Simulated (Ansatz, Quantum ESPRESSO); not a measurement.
# Zr(0001), 5 layers against a metal electrode: the electrode's level over the Fermi level at a withheld member of a series

**Set-up.** Quantum ESPRESSO 7.5, PBE, GBRV ultrasoft. The slab is relaxed neutral, then held. ESM with bc3: vacuum below and a metal electrode about 6 Å above the top atoms. Cold smearing of 0.02 Ry. Charges are set per cell from the starting area. The slabs take the lattice constants of the bulk relaxed by the same program. The series steps the charge of the slab (positive: electrons removed).

```tsv
charge of the slab	electrode's level over the Fermi level (eV)
1 ×10¹³ e/cm²	4.872
2 ×10¹³ e/cm²	5.566
3 ×10¹³ e/cm²	6.271
4.5 ×10¹³ e/cm²	7.346
6 ×10¹³ e/cm²	8.441
8 ×10¹³ e/cm²	9.931
```

To predict: What is the electrode's level over the Fermi level at 7 ×10¹³ e/cm²?

**Worked estimate.** The rows at 6 ×10¹³ e/cm² and 8 ×10¹³ e/cm² give a slope of (9.931 − (8.441))/(8 − (6)) = 0.745, so a straight line gives 9.186 eV. A parabola through these and the row at 4.5 ×10¹³ e/cm² gives 9.182 eV.

**Check.** 9.182 eV. The line misses by +0.004 and the parabola by 0.000 eV. Both misses are under 5 % of the step from the nearer row.

**Limits.** Vacuum fills the gap; ions don't answer the charge; added electrons can spill towards the electrode at the most negative charges. Members without a usable value, or on the other side of zero field or charge, are not listed.

[Logs are printed without paths, hosts, clocks, repeated set-up lines and the standing remarks that a program may print on its own settings, such as how far it seeks lower states.]
